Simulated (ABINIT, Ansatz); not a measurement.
# SnGeSe3 (Pm-3m): phonons by linear response, part 4 of 4

How does SnGeSe3 (Pm-3m) vibrate, and is this structure a minimum?

ABINIT 10.8.3; DFT LDA, scalar-relativistic, plane waves, HGH norm-conserving pseudopotentials.

So far, lowest frequency on the path (cm⁻¹): step 6 (interpolated phonon bands) -112.

The structure was built from a prototype and need not be the compound's stable phase.

## (8) The same in Ansatz

The same cell goes through another code, with its own cutoff. The potentials differ.

This step: DFT LDA, scalar-relativistic, plane waves, PseudoDojo norm-conserving pseudopotentials (Ansatz 0.2.0).

File input.yaml:

```yaml
crystal:
  lattice:
    - [4.9028169058, 0.0, 0.0]
    - [0.0, 4.9028169058, 0.0]
    - [0.0, 0.0, 4.9028169058]
  atoms:
    - { symbol: Sn, position: [0.0, 0.0, 0.0] }
    - { symbol: Ge, position: [0.5, 0.5, 0.5] }
    - { symbol: Se, position: [0.5, 0.5, 0.0] }
    - { symbol: Se, position: [0.5, 0.0, 0.5] }
    - { symbol: Se, position: [0.0, 0.5, 0.5] }
kpoints:
  mp_grid: { grid: [6, 6, 6] }
hamiltonian:
  xc: lda
  pseudopotentials: { kind: nc, accuracy: standard }
scf:
  occupations: { method: gaussian, width: 0.27211 }
output:
  eigenvalues: true
phonons:
  method: dfpt
  qmesh: [2, 2, 2]
  temperatures: { t_max: 1000, t_step: 50 }
  qpath:
    path:
      - [[0.0, 0.0, 0.0], [0.0, 0.5, 0.0], [0.5, 0.5, 0.0], [0.0, 0.0, 0.0], [0.5, 0.5, 0.5], [0.0, 0.5, 0.0]]
      - [[0.5, 0.5, 0.5], [0.5, 0.5, 0.0]]
    npoints: 10
```

Command:

```bash
ansatz run input.yaml --threads 4 --pin off --max-ram 8192MiB --backend cpu --events-out ev --progress --plain --runs-dir out
```

Output:

```text
Engine: ansatz 0.2.0, aarch64-unknown-linux-gnu
Pseudopotentials: kind: nc
Pseudopotential: Sn, nc, valence charge 14, recommended cutoff 979.609905 eV (normal), Sn.nc.azcp (PseudoDojo's, or run here from an input of PseudoDojo's; its table is named by hamiltonian.pseudopotentials.accuracy)
Pseudopotential: Ge, nc, valence charge 14, recommended cutoff 1061.244064 eV (normal), Ge.nc.azcp (PseudoDojo's, or run here from an input of PseudoDojo's; its table is named by hamiltonian.pseudopotentials.accuracy)
Pseudopotential: Se, nc, valence charge 16, recommended cutoff 1170.089609 eV (normal), Se.nc.azcp (PseudoDojo's, or run here from an input of PseudoDojo's; its table is named by hamiltonian.pseudopotentials.accuracy)
Functional definition: SPW92
  exchange = slater_x
  correlation = pw_c
Crystal: 5 atoms, lattice volume = 117.852 Å³
Basis set: ecut = 1170.089609 eV, 10779 PW (Γ), exchange–correlation on 120×120×120 points (8 copies of the dense FFT grid, shifted against one another)
Bands: 46, of which v1, the nominal top of the filled ones, is band 38 counted from 1 (37 counted from 0)
Symmetry: 48 space group operations
k-points: 20 of 216
Non-local potential: Sn, projectors of the file, l = 0: 2, l = 1: 2, l = 2: 2
Non-local potential: Ge, projectors of the file, l = 0: 2, l = 1: 2, l = 2: 2
Non-local potential: Se, projectors of the file, l = 0: 2, l = 1: 2, l = 2: 2
Initial density: superposition of atomic densities (chi_scale 0.1, normalization cell, long waves kept (reshape's long-wave potential 0.01 eV rms))
Initial wavefunctions: pseudopotential atomic-orbital guess
Functional: x = slater, c = lda
SCF iter   1: F=—  HF=-14458.980399 eV  |F-HF|=—  |Δ(HF+E_count)|=         —  Δρ=3.19e-2  dr2=1.25e0  ethr=3.10e-3  ⟨swp⟩=7.0  Hψ=3564  notcnv=0
preconditioner: auto → Kerker (q_TF=auto, 2.536 Å⁻¹)  [metal: Δε(μ)=0.020 eV  Ē_g=9.500 eV  σ=0.272 eV  W_gap=0.04  n_scr=26 (ndim 8)  ℏωp=17.4 eV  f_vac=0.001  D(μ)=3.10/eV (n_scr^D=18)]
SCF iter   2: F=—  HF=-14458.599058 eV  |F-HF|=—  |Δ(HF+E_count)|=   3.81e-1  Δρ=1.63e-2  dr2=3.21e-1  ethr=1.64e-3  ⟨swp⟩=1.1  Hψ=1085  notcnv=0
SCF iter   3: F=—  HF=-14458.486480 eV  |F-HF|=—  |Δ(HF+E_count)|=   1.13e-1  Δρ=3.57e-3  dr2=1.43e-2  ethr=4.23e-4  ⟨swp⟩=3.0  Hψ=1772  notcnv=0
SCF iter   4: F=—  HF=-14458.484237 eV  |F-HF|=—  |Δ(HF+E_count)|=   2.24e-3  Δρ=1.63e-3  dr2=2.36e-3  ethr=1.89e-5  ⟨swp⟩=2.0  Hψ=1285  notcnv=0  defer=6
SCF iter   5: F=—  HF=-14458.483448 eV  |F-HF|=—  |Δ(HF+E_count)|=   7.89e-4  Δρ=6.48e-4  dr2=3.29e-4  ethr=3.10e-6  ⟨swp⟩=2.0  Hψ=1169  notcnv=0  defer=6
SCF iter   6: F=—  HF=-14458.483403 eV  |F-HF|=—  |Δ(HF+E_count)|=   4.47e-5  Δρ=9.50e-5  dr2=8.70e-6  ethr=4.33e-7  ⟨swp⟩=2.1  Hψ=1338  notcnv=0  defer=6
SCF iter   7: F=—  HF=-14458.483356 eV  |F-HF|=—  |Δ(HF+E_count)|=   4.73e-5  Δρ=2.36e-5  dr2=6.10e-7  ethr=1.14e-8  ⟨swp⟩=2.0  Hψ=1339  notcnv=0  defer=7
SCF iter   8: F=—  HF=-14458.483140 eV  |F-HF|=—  |Δ(HF+E_count)|=   2.16e-4  Δρ=5.93e-6  dr2=5.34e-8  ethr=8.03e-10  ⟨swp⟩=1.9  Hψ=1240  notcnv=0  defer=17
SCF iter   9: F=—  HF=-14458.483140 eV  |F-HF|=—  |Δ(HF+E_count)|=  8.97e-10  Δρ=1.81e-6  dr2=3.94e-9  ethr=7.03e-11  ⟨swp⟩=1.6  Hψ=985  notcnv=0  defer=17
SCF iter  10: F=—  HF=-14458.483140 eV  |F-HF|=—  |Δ(HF+E_count)|=  2.44e-10  Δρ=3.15e-7  dr2=1.15e-10  ethr=5.18e-12  ⟨swp⟩=2.0  Hψ=1216  notcnv=0  defer=17
SCF iter  11: F=-14458.483140 eV  HF=-14458.483140 eV  |F-HF|=9.09e-12  |Δ(HF+E_count)|=  1.46e-11  Δρ=7.10e-8  dr2=4.64e-12  ethr=1.00e-12  ⟨swp⟩=14.9  Hψ=5768  notcnv=0
SCF 1 converged in 11 iterations: F = -14458.483140 eV  dr2 = 4.64e-12
Initial density: read from a saved state, or passed on in memory by an earlier SCF of this step, an earlier step, the calling program or the single point that the run made first
iter 1 solved again at ethr=3.17e-7 eV; its pass at ethr=3.10e-3 eV (dr2=2.41e-4 eV) is discarded
SCF iter   1: F=—  HF=-14458.483372 eV  |F-HF|=—  |Δ(HF+E_count)|=         —  Δρ=1.90e-6  dr2=2.08e-9  ethr=3.17e-7  ⟨swp⟩=4.0  Hψ=6363  notcnv=0
eigensolver tolerance schedule: the retry pair's looser diagonalisation over-reported the residual by 115860.03 of it (diagonalisation noise at an unbounded share of the residual, at the tolerance the schedule requests for it); recorded, not acted on — ethr = c·dr2/N_el stays at c = 1.0e-1
preconditioner: auto → Kerker (q_TF=auto, 2.536 Å⁻¹)  [metal: Δε(μ)=0.009 eV  Ē_g=9.598 eV  σ=0.272 eV  W_gap=0.02  n_scr=26 (ndim 8)  ℏωp=17.4 eV  f_vac=0.004  D(μ)=3.53/eV (n_scr^D=26)]
SCF iter   2: F=—  HF=-14458.483140 eV  |F-HF|=—  |Δ(HF+E_count)|=   2.32e-4  Δρ=1.02e-6  dr2=5.23e-10  ethr=2.74e-12  ⟨swp⟩=5.1  Hψ=3387  notcnv=0
SCF iter   3: F=—  HF=-14458.483140 eV  |F-HF|=—  |Δ(HF+E_count)|=  1.02e-10  Δρ=6.44e-7  dr2=2.16e-10  ethr=1.00e-12  ⟨swp⟩=1.1  Hψ=921  notcnv=0
SCF iter   4: F=—  HF=-14458.483140 eV  |F-HF|=—  |Δ(HF+E_count)|=  5.46e-11  Δρ=3.51e-7  dr2=7.40e-11  ethr=1.00e-12  ⟨swp⟩=1.0  Hψ=920  notcnv=0
SCF iter   5: F=—  HF=-14458.483140 eV  |F-HF|=—  |Δ(HF+E_count)|=  1.27e-11  Δρ=2.92e-7  dr2=5.06e-11  ethr=1.00e-12  ⟨swp⟩=1.0  Hψ=920  notcnv=0
SCF iter   6: F=—  HF=-14458.483140 eV  |F-HF|=—  |Δ(HF+E_count)|=  1.09e-11  Δρ=2.06e-7  dr2=2.47e-11  ethr=1.00e-12  ⟨swp⟩=1.0  Hψ=920  notcnv=0
SCF iter   7: F=—  HF=-14458.483140 eV  |F-HF|=—  |Δ(HF+E_count)|=    0.00e0  Δρ=1.65e-7  dr2=1.64e-11  ethr=1.00e-12  ⟨swp⟩=1.1  Hψ=922  notcnv=0
SCF iter   8: F=-14458.483140 eV  HF=-14458.483140 eV  |F-HF|=3.64e-12  |Δ(HF+E_count)|=  7.28e-12  Δρ=1.25e-7  dr2=9.06e-12  ethr=1.00e-12  ⟨swp⟩=4.3  Hψ=2780  notcnv=0
SCF 2 converged in 8 iterations: F = -14458.483140 eV  dr2 = 9.06e-12
phonons: the bands overlap, so this run is a metal and interpolates without the dipole-dipole term. If the crystal is really an insulator or semiconductor, its LO-TO splitting is missing
NSCF: frozen V_eff on 20 k-points
WARN: eigensolver did not converge (k=15): 1 band(s) unlocked after 2 eigensolves, warm-restarted (20 sweeps on the last) at ethr=1.02e-12 eV (storage-precision floor; scheduled 1.00e-12 eV) (lowest unlocked band 45, counted from 0; max residual 3.73e-4 eV among the unlocked bands, 3.73e-4 eV over every band; other slots of this pass that fall short are told together in one closing line; warning suppressed until the next SCF loop or pass starts)
NSCF: frozen V_eff on 64 k-points
DFPT response loops at q = (0, 0, 0) (fractional): preconditioner auto → Kerker (q_TF=auto, 2.536 Å⁻¹) (partly filled bands, converged f_vac=0.004); β = 1.00, the filter's whole step (`scf.mixing.beta` (0.50) is not read by the response loops under this deck's `scf.mixing.preconditioner`; to damp them name `kerker` or `kerker_dos`, under which they read `scf.mixing.beta`, and type it under 1.00, their step now; both keys bind the ground state too); Broyden in place of MSR1
NSCF: frozen V_eff on 128 k-points
DFPT response loops at q = (0, 0, -0.5) (fractional): mixed as the last ones told, above
NSCF: frozen V_eff on 128 k-points
DFPT response loops at q = (0, -0.5, -0.5) (fractional): mixed as the last ones told, above
NSCF: frozen V_eff on 128 k-points
DFPT response loops at q = (-0.5, -0.5, -0.5) (fractional): mixed as the last ones told, above
SCF converged after 11 iterations
Free energy (F): -14458.483140 eV
Harris-Foulkes:  -14458.483140 eV  (|F-HF|=9.09e-12)
Internal energy: -14458.352310 eV  (E = F + TS)
E sigma→0 (E₀):  -14458.417725 eV
Entropy (-TS):   -0.130830 eV (-26.166 meV/atom)
Fermi energy:    9.563565 eV
--- Per-component energies (eV) ---
  E_band       = -1316.851791
  E_kinetic    = 9494.761407
  E_local      = -11046.911242  (includes V_loc(G=0)·N_el)
  E_nonlocal   = -6025.833502
  E_hartree    = 4189.534580
  E_xc         = -3122.020078
  E_vxc        = -2117.937471  (∫ρ·V_xc dr)
  E_ewald      = -7947.883474
  E_smearing   = -0.130830  (= −TS)
  E_closure    = -0.000000  (closes the sum)
  Σ components = -14458.483140   (vs F -14458.483140, Δ=0.00e0)
--- Band table (eV; the first three rows and the last of 20) ---
  k-point 0: bands = [... 34 lower, 8.1014, 8.1014, 8.5121, 8.5121, 8.5121, 13.0927, 13.0927, 13.0927, ... 4 higher]
  k-point 1: bands = [... 34 lower, 7.8828, 8.3227, 8.4585, 8.4585, 8.7088, 12.2602, 12.7445, 12.7445, ... 4 higher]
  k-point 2: bands = [... 34 lower, 7.2943, 7.9957, 8.5885, 8.5885, 9.9605, 10.8441, 12.1846, 12.1846, ... 4 higher]
  k-point 19: bands = [... 34 lower, 8.5678, 10.1163, 10.1163, 10.1163, 11.4639, 11.4639, 11.4639, 13.1975, ... 4 higher]
--- Phonons (Γ-DFPT): 4 representative perturbations + reference (Σ response iterations 10) ---
  ASR residual: 8.234e-4 → 0.000e0 eV/Å²; symmetrization residual: 3.731e-4 eV/Å²
  ASR residual per site (eV/Å²): 8.23e-4 2.48e-4 4.22e-4 4.22e-4 4.22e-4
  Γ frequencies (cm⁻¹): -112.09 -112.09 -112.09 -76.41 -76.41 -76.41 -43.41 -43.41 -43.41 0.00 0.00 0.00 221.57 221.57 221.57
--- Phonons (arbitrary-q DFPT): 4 irreducible q on the 2×2×2 mesh ---
  q = [0.0000, 0.0000, 0.0000] (star 1, of the zone-centre solve; hermiticity 8.15e-5, symmetrization 3.42e-14): -112.09 -112.09 -112.09 -76.41 -76.41 -76.41 -43.41 -43.41 -43.41 -0.00 0.00 0.00 221.57 221.57 221.57
  q = [0.0000, 0.0000, -0.5000] (star 3, 9 solved perturbations in 504 linear systems a pass and spin channel, the states on 64 of 216 k-point pairs; hermiticity 4.31e-6, symmetrization 1.98e-12, the responses' own estimated error 1.7e-4 eV/Å²): -105.01 -98.12 -98.12 -76.91 -76.91 -75.28 -39.10 -26.03 -26.03 28.46 28.46 195.40 199.39 224.16 224.16
  q = [0.0000, -0.5000, -0.5000] (star 3, 9 solved perturbations in 504 linear systems a pass and spin channel, the states on 64 of 216 k-point pairs; hermiticity 3.01e-6, symmetrization 5.89e-13, the responses' own estimated error 1.6e-4 eV/Å²): -112.19 -112.19 -106.87 -64.62 -64.62 -51.48 -30.20 -30.20 26.59 47.35 196.44 202.13 202.13 215.47 226.06
  q = [-0.5000, -0.5000, -0.5000] (star 1, 4 solved perturbations in 184 linear systems a pass and spin channel, the states on 64 of 216 k-point pairs; hermiticity 2.68e-6, symmetrization 3.47e-12, the responses' own estimated error 1.6e-4 eV/Å²): -104.35 -104.35 -104.35 -98.57 -98.57 -98.57 40.10 40.10 40.10 196.86 196.86 208.87 208.87 208.87 228.44
  sum rule: each row above includes the acoustic sum rule's correction from the zone centre's row sums; it moved no ω² by more than (1.37 cm⁻¹)²
  mesh force constants: q→R imaginary residual 4.19e-18; ASR residual 8.234e-4 → 0.000e0 eV/Å²; symmetrization residual 1.421e-14 eV/Å²
  interpolated dispersion: 62 rows × 15 modes
  density of states and harmonic sums: on the 14×14×14 q-mesh, interpolated from the force constants of a 2×2×2 supercell (no non-analytic term)
  largest difference from the sums on the solved wave vectors: F 1.94e-1 eV, S 2.69e-4 and C_V 7.51e-5 eV/K
  zero-point energy: 0.065793 eV/cell   skipped modes (ω ≤ 0): 937, of them read as no rigid motion or as one in doubt: 934 (7.753e0 modes/cell left out, lowest -112.19 cm⁻¹)   left out of the sums: 5.17e-1 of the cell's modes: C_V's classical limit lies that fraction below 3 k_B per atom; for a crystal, a wire or a layer, F and S can be off by more, and a phonons.interpolated_qmesh denser along its periods is the remedy for the sampling
```

Elapsed: 14 min, on 4 threads of Arm Neoverse V2, shared host; peak memory 3.2 GiB.

Numbers from this step:

* sum-rule residual before enforcement: 8.23e-4 eV/Å²
* lowest frequency on the path: -112.2 cm⁻¹
* share of modes beyond 3i cm⁻¹ on the dense interpolated mesh: 0.5149
* highest optical zone-centre mode (no LO-TO term): 221.6 cm⁻¹
* lowest optical zone-centre mode: -112.1 cm⁻¹
* lowest mode on the q mesh (acoustic ones at the zone centre apart): -112.2 cm⁻¹

## (9) The two compared: ABINIT HGH and Ansatz, PseudoDojo

Numbers from this step:

| Quantity | Value |
| --- | --- |
| root-mean-square difference | 5.52 cm⁻¹ |
| largest difference | 14.5 cm⁻¹ |
| root-mean-square difference on the path | 5.4 cm⁻¹ |
| largest difference on the path | 15.1 cm⁻¹ |

The 12 of 57 modes that differ most. Frequencies side by side:

| q (reciprocal lattice) | mode | ABINIT HGH (cm⁻¹) | Ansatz, PseudoDojo (cm⁻¹) |
| --- | --- | --- | --- |
| 0 0 0 | 13 | 207.2 | 221.6 |
| 0 0 0 | 14 | 207.2 | 221.6 |
| 0 0 0 | 15 | 207.2 | 221.6 |
| 0.5 0 0 | 12 | 189.3 | 195.4 |
| 0.5 0 0 | 13 | 193 | 199.4 |
| 0.5 0 0 | 14 | 209.7 | 224.2 |
| 0.5 0 0 | 15 | 209.7 | 224.2 |
| 0.5 0.5 0 | 11 | 190.2 | 196.4 |
| 0.5 0.5 0 | 14 | 209.4 | 215.5 |
| 0.5 0.5 0 | 15 | 211.7 | 226.1 |
| 0.5 0.5 0.5 | 10 | 190.7 | 196.9 |
| 0.5 0.5 0.5 | 11 | 190.7 | 196.9 |

At the solved wavevectors the largest difference (acoustic modes at Γ apart) is 7 % of the highest mode.

## (10) Results

* space group after relaxation: Pm-3m
* volume per atom: 23.6 Å³
* highest optical zone-centre mode (no LO-TO term): 207.2 cm⁻¹
* lowest optical zone-centre mode: -112.4 cm⁻¹
* q mesh: 2×2×2
* lowest mode on the q mesh (acoustic ones at the zone centre apart): -112.4 cm⁻¹
* imaginary modes on the q mesh: yes
* largest difference from Ansatz, PseudoDojo: 14.5 cm⁻¹

SnGeSe3 (Pm-3m) is unstable: a mode solved on the 2×2×2 mesh is imaginary, 112i cm⁻¹; its spectrum reaches 225 cm⁻¹. At the LDA level the optical modes of SnGeSe3 (Pm-3m) at the zone centre run from 112i to 207 cm⁻¹, so the structure is a saddle point, with 9 modes beyond 10i cm⁻¹ there. The base run prints -1.1 GPa, mostly the error of a finite basis; the relaxation, with a smoothed and higher cutoff, had brought the cell to rest. The most unstable solved mode lies at the zone centre, but modes at other wavevectors are imaginary too, so the distortion may enlarge the cell. ABINIT HGH and Ansatz, PseudoDojo differ by 5.5 cm⁻¹ in the root mean square and by 14.5 cm⁻¹ at most, 6.5 % of the highest mode compared (acoustic modes at Γ left out; ABINIT's values are those before the sum rule); the two use different potentials, and the cell was not relaxed for the second set. These are harmonic frequencies at zero temperature: anharmonic shifts and linewidths and thermal expansion are left out. The HGH files keep few electrons and have no core correction, which is cheap but rough for Ge and Sn. In a metal the frequencies hang on the k mesh and the smearing, most of all near Kohn anomalies. The structure is a hypothetical one, built on a prototype.

[Host names and launcher messages were left out of these logs when they were recorded.]

[Logs are printed without paths, hosts, clocks, repeated set-up lines and the standing remarks that a program may print on its own settings, such as how far it seeks lower states.]

[Hosts, paths, dates, database ids (printed as entryN), source tags and the programs' standing remarks are cut or masked in the printed files.]
